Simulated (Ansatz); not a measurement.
# Structural relaxation of aqueous K+ and formate, 1.1 mol of salt per kg of water, from a frame at 300 K (152 atoms)

Aim: bring aqueous K+ and formate, 1.1 mol of salt per kg of water, from a frame at 300 K (152 atoms) to a nearby minimum of the energy and see what moves.

Calculated with Ansatz 0.2.0; Kohn-Sham DFT, PBE+D3(BJ), PAW (set soft_2), plane waves.

## (1) Starting point

The cell holds 152 atoms: 51 O, 1 C, 99 H and 1 K. Its edges and angles: a = 11.521 Å, b = 11.521 Å, c = 11.521 Å, α = 90.0°, β = 90.0°, γ = 90.0°. 49 H2O, 1 K+, 1 formate placed at random, at 1.05 g/cm³; overlaps pushed apart, then 10 ps at 420 K with Joung-Cheatham ions (J. Phys. Chem. B 112, 9020 (2008)); MMFF94 bonds, angles, torsions, charges and radii (Halgren, J. Comput. Chem. 17, 490 (1996)) in harmonic and 12-6 forms; SPC/E water (Berendsen, Grigera and Straatsma, J. Phys. Chem. 91, 6269 (1987)). Snapshot after 20 ps at 300 K and fixed volume.

Limits known from the start: The network of contacts between molecules at the start is that of the classical potential that made the cell. The density was typed from a rule of thumb and may lie off the real one at this temperature. The Brillouin zone is sampled at Γ only, in a cell whose shortest periodic width is 12 Å.

## (2) Single point at the start

The forces at the start show how far the geometry lies from a minimum of this functional.

File input.yaml:

```yaml
crystal:
  lattice:
    - [11.52054, 0.0, 0.0]
    - [0.0, 11.52054, 0.0]
    - [0.0, 0.0, 11.52054]
  atoms:
    - { symbol: O, position: [0.48777, 0.03022, 0.12805] }
    - { symbol: C, position: [0.52463, 0.9512, 0.05967] }
    - { symbol: O, position: [0.61623, 0.93447, 0.00431] }
    - { symbol: H, position: [0.44929, 0.89038, 0.03532] }
    - { symbol: O, position: [0.82298, 0.58953, 0.9846] }
    - { symbol: H, position: [0.77254, 0.53348, 0.02759] }
    - { symbol: H, position: [0.80529, 0.58516, 0.89973] }
    - { symbol: O, position: [0.29783, 0.55328, 0.87874] }
    - { symbol: H, position: [0.21734, 0.52568, 0.86157] }
    - { symbol: H, position: [0.32677, 0.60115, 0.81237] }
    - { symbol: O, position: [0.16932, 0.45058, 0.37577] }
    - { symbol: H, position: [0.16944, 0.37042, 0.34247] }
    - { symbol: H, position: [0.1029, 0.49558, 0.34263] }
    - { symbol: O, position: [0.75736, 0.11093, 0.98978] }
    - { symbol: H, position: [0.83828, 0.08537, 0.00802] }
    - { symbol: H, position: [0.70193, 0.04666, 0.00798] }
    - { symbol: O, position: [0.3968, 0.25393, 0.76421] }
    - { symbol: H, position: [0.42382, 0.17256, 0.75069] }
    - { symbol: H, position: [0.31545, 0.25274, 0.79448] }
    - { symbol: O, position: [0.43365, 0.81428, 0.33978] }
    - { symbol: H, position: [0.46248, 0.89457, 0.35581] }
    - { symbol: H, position: [0.50072, 0.7592, 0.33838] }
    - { symbol: O, position: [0.35383, 0.49774, 0.13097] }
    - { symbol: H, position: [0.33166, 0.48327, 0.0483] }
    - { symbol: H, position: [0.29304, 0.54659, 0.16909] }
    - { symbol: O, position: [0.06469, 0.10351, 0.84338] }
    - { symbol: H, position: [0.14434, 0.13396, 0.85959] }
    - { symbol: H, position: [0.0071, 0.16811, 0.8501] }
    - { symbol: O, position: [0.73925, 0.57164, 0.74851] }
    - { symbol: H, position: [0.78722, 0.54789, 0.68018] }
    - { symbol: H, position: [0.67161, 0.51782, 0.75648] }
    - { symbol: O, position: [0.61655, 0.81103, 0.81364] }
    [... 114 atom lines left out ...]
    - { symbol: H, position: [0.3459, 0.77991, 0.67517] }
    - { symbol: H, position: [0.45577, 0.79003, 0.76416] }
    - { symbol: O, position: [0.28638, 0.87982, 0.58612] }
    - { symbol: H, position: [0.26455, 0.9596, 0.55982] }
    - { symbol: H, position: [0.23211, 0.8219, 0.55099] }
    - { symbol: K, position: [0.40337, 0.24715, 0.48389] }
kpoints:
  mp_grid: { grid: [1, 1, 1] }
hamiltonian:
  xc: pbe
  dispersion: d3bj
scf:
  occupations: { method: fixed }
output:
  forces: true
  stress: true
  populations: true
  dos:
    method: { smearing: { sigma: 0.1 } }
    de: 0.1
    projected: { site_lists: { C: [C], H: [H], K: [K], O: [O] } }
  eigenvalues: true
```

The run is started by

```sh
> ansatz run input.yaml --threads 4 --pin off --max-ram 8192MiB --backend cpu --events-out ev --progress --plain --runs-dir out
```

Numbers of over 12 decimals in the logs are rounded to 6 here.

The program printed:

```text
Engine: ansatz 0.2.0, x86_64-unknown-linux-gnu
Pseudopotentials: kind: paw
Pseudopotential: O, paw, valence charge 6, recommended cutoff 420 eV (normal), O.paw.azcp
Pseudopotential: C, paw, valence charge 4, recommended cutoff 420 eV (normal), C.paw.azcp
Pseudopotential: H, paw, valence charge 1, recommended cutoff 420 eV (normal), H.paw.azcp
Pseudopotential: K, paw, valence charge 9, recommended cutoff 420 eV (normal), K.paw.azcp
[... 5 lines on functional and potentials left out ...]
Crystal: 152 atoms, lattice volume = 1529.039 Å³
Basis set: ecut = 420 eV, 29855 PW (Γ), exchange–correlation on 160×160×160 points (8 copies of the dense FFT grid, shifted against one another)
Bands: 361, of which v1, the nominal top of the filled ones, is band 209 counted from 1 (208 counted from 0)
Symmetry: 1 space group operations
Space group: P1 (ITA 1), of the structure as read, at distance tolerance 1.2e-4 Å
k-points: 1
[... 9 lines on functional and potentials left out ...]
Initial density: superposition of atomic densities (neutral atoms: chi_scale 0, normalization atom), corrected by the library's trained network
Initial wavefunctions: pseudopotential atomic-orbital guess
Functional: x = pbe(κ = 0.804, μ = 0.219515), c = pbe(β = 0.066725)
SCF iter   1: F=—  HF=-32324.489136 eV  |F-HF|=—  |Δ(HF+E_count)|=         —  Δρ=3.16e-3  dr2=2.27e-1  ethr=1.77e-3  ⟨swp⟩=5.0  Hψ=1276  notcnv=0  defer=150
preconditioner: auto → Resta (q_TF=auto, 2.198 Å⁻¹)  ε∞=2.2  [insulator: Δε(μ)=4.309 eV  Ē_g=17.720 eV  n_scr=256 (ndim 8)  ℏωp=19.4 eV  f_vac=0.270  ε∞_Penn≈2.2]
SCF iter   2: F=—  HF=-32324.384293 eV  |F-HF|=—  |Δ(HF+E_count)|=   1.05e-1  Δρ=1.53e-3  dr2=4.27e-2  ethr=5.43e-5  ⟨swp⟩=2.0  Hψ=521  notcnv=0  defer=150
SCF iter   3: F=—  HF=-32324.355250 eV  |F-HF|=—  |Δ(HF+E_count)|=   2.90e-2  Δρ=6.56e-4  dr2=1.07e-2  ethr=1.02e-5  ⟨swp⟩=2.0  Hψ=373  notcnv=0  defer=150
SCF iter   4: F=—  HF=-32324.351771 eV  |F-HF|=—  |Δ(HF+E_count)|=   3.48e-3  Δρ=2.44e-4  dr2=1.03e-3  ethr=2.56e-6  ⟨swp⟩=2.0  Hψ=426  notcnv=0  defer=150
SCF iter   5: F=—  HF=-32324.351714 eV  |F-HF|=—  |Δ(HF+E_count)|=   5.71e-5  Δρ=1.13e-4  dr2=1.85e-4  ethr=2.46e-7  ⟨swp⟩=2.0  Hψ=427  notcnv=0  defer=150
SCF iter   6: F=—  HF=-32324.351704 eV  |F-HF|=—  |Δ(HF+E_count)|=   9.60e-6  Δρ=6.57e-5  dr2=5.73e-5  ethr=4.42e-8  ⟨swp⟩=3.0  Hψ=474  notcnv=0  defer=147
SCF iter   7: F=—  HF=-32324.351472 eV  |F-HF|=—  |Δ(HF+E_count)|=   2.33e-4  Δρ=1.71e-5  dr2=3.70e-6  ethr=1.37e-8  ⟨swp⟩=3.0  Hψ=570  notcnv=0  defer=144
SCF iter   8: F=—  HF=-32324.351472 eV  |F-HF|=—  |Δ(HF+E_count)|=   7.48e-7  Δρ=8.67e-6  dr2=1.00e-6  ethr=8.84e-10  ⟨swp⟩=3.0  Hψ=476  notcnv=0  defer=144
SCF iter   9: F=-32324.351472 eV  HF=-32324.351472 eV  |F-HF|=1.10e-8  |Δ(HF+E_count)|=   2.64e-8  Δρ=1.98e-6  dr2=5.16e-8  ethr=2.39e-11  ⟨swp⟩=14.0  Hψ=2892  notcnv=0
SCF 1 converged in 9 iterations: F = -32324.351472 eV  dr2 = 5.16e-8
  greatest PAW one-centre occupation: 0.987 electrons in one spin orbital (limit 2), on the K atom at site 151 (counted from 0), in its partial waves of l = 0
SCF converged after 9 iterations
Free energy (F): -32324.351472 eV
Harris-Foulkes:  -32324.351472 eV  (|F-HF|=1.10e-8)
Internal energy: -32324.351472 eV  (E = F + TS)
E sigma→0 (E₀):  -32324.351472 eV
Fermi energy:    -2.068946 eV
--- Per-component energies (eV) ---
  E_band       = -3997.948069
  E_kinetic    = 10603.363244
  E_local      = -33645.849973  (includes V_loc(G=0)·N_el)
  E_nonlocal   = 2659.053533
  E_hartree    = 12222.051801
  E_xc         = -4785.875535
  E_vxc        = -6106.286012  (∫ρ·V_xc dr)
  E_paw        = -9021.775618  (= ΣΔE_a)
  E_vpaw       = -1952.353222  (= ΣTr[D̂ρ^β])
  E_aug_tail   = 0.013239  (compensation charges beyond the density's cutoff)
  E_ewald      = -10349.798899
  E_disp       = -5.533264  (pairwise vdW)
  E_smearing   = -0.000000  (= −TS)
  E_closure    = 0.000000  (closes the sum)
  Σ components = -32324.351472   (vs F -32324.351472, Δ=0.00e0)
--- Forces (eV/Å), atoms counted from 1 ---
  atom   1  O      2.22967997    -0.52903529    -0.47415067
  atom   2  C     -4.16206415    -0.95335280    -0.18505961
  atom   3  O      0.44800755     0.79515260     1.02303429
  atom   4  H      0.81075802     0.09926451     0.30364362
  atom   5  O     -0.22499419    -0.50536183    -0.42851139
  atom   6  H      0.22197771     0.36802998    -0.45952481
  atom   7  H     -0.22915578    -0.61702827     0.38003337
  atom   8  O      0.21544396     0.34529087    -0.49067495
  atom   9  H      0.35842226     0.27860611    -0.29977677
  atom  10  H     -0.45081109    -0.36687673     0.32861883
  atom  11  O     -0.40483665     0.07271632    -0.34422995
  atom  12  H     -0.27971861     0.81630351    -0.18950104
  atom  13  H      0.64936479    -0.99054320     0.33099307
  atom  14  O      0.47094084     0.51675880     0.22690011
[...]
atom 151  H      0.28118050     1.03111333    -0.10221600
  atom 152  K      0.11208620    -0.10060873     0.48461174
  max |Σ_I F_I| component: 1.04e-4 eV/Å
--- Stress (GPa, compression-positive) ---
       -2.483722      -0.090022       0.332687
       -0.090022      -2.647587      -0.170022
        0.332687      -0.170022      -1.605668
  P = ⅓ Tr σ = -2.2457 GPa (-22.457 kbar)
--- Band table (eV) ---
  k-point 0: bands = ["-29.0883", "-23.6822", "-21.8968", "-21.6065", [... 345 levels ...], "11.0197", "11.0574", "11.0939", "11.1115", "11.1413", "11.2050", "11.2414", "11.2646", "11.3058", "11.3419", "11.3977", "11.4257"]
--- Löwdin populations: 152 sites ---
  site symbol       q [e]
     0      O      6.4333
     1      C      3.5359
     2      O      6.4129
[...]
151      K      8.1527
  spilling = 0.010766 (of n_electrons = 418.000000)
```

Wall time 7.9 s (4 threads of AMD EPYC 9R45, shared host); peak memory 1.9 GiB.

The column dr2 measures how far the density is from self-consistency, as an energy; F and HF (Harris–Foulkes) agree once it is small.

Numbers from this run:

* free energy: -32324.3515 eV
* free energy per atom: -212.6602 eV/atom
* SCF cycles: 9
* pressure: -2.246 GPa
* r.m.s. force component: 0.5751 eV/Å
* longest force: 4.274 eV/Å
* Fermi energy: -2.069 eV
* gap (highest filled to lowest empty level): 4.206 eV
* spilling of the projection: 0.01077

The r.m.s. force component of 0.58 eV/Å and the pressure of -2.2 GPa set the starting point.

Length of the force by element:

| element | coordination | atoms | mean length of the force (eV/Å) | spread | least | most |
| --- | --- | --- | --- | --- | --- | --- |
| C | all | 1 | 4.27 | 0 | 4.27 | 4.27 |
| H | all | 99 | 0.954 | 0.343 | 0.157 | 1.70 |
| K | all | 1 | 0.507 | 0 | 0.507 | 0.507 |
| O | all | 51 | 0.676 | 0.378 | 0.127 | 2.34 |

[end of part 1 of 3]

[Logs are printed without paths, hosts, clocks, repeated set-up lines and the standing remarks that a program may print on its own settings, such as how far it seeks lower states.]

[Hosts, paths, dates, database ids (printed as entryN), source tags and the programs' standing remarks are cut or masked in the printed files.]

[The MMFF94 radii named for the starting cell were scaled by 0.96; in molecules described by MMFF94, hydrogen bound to N, O or S took a small fixed 12-6 site in their place.]
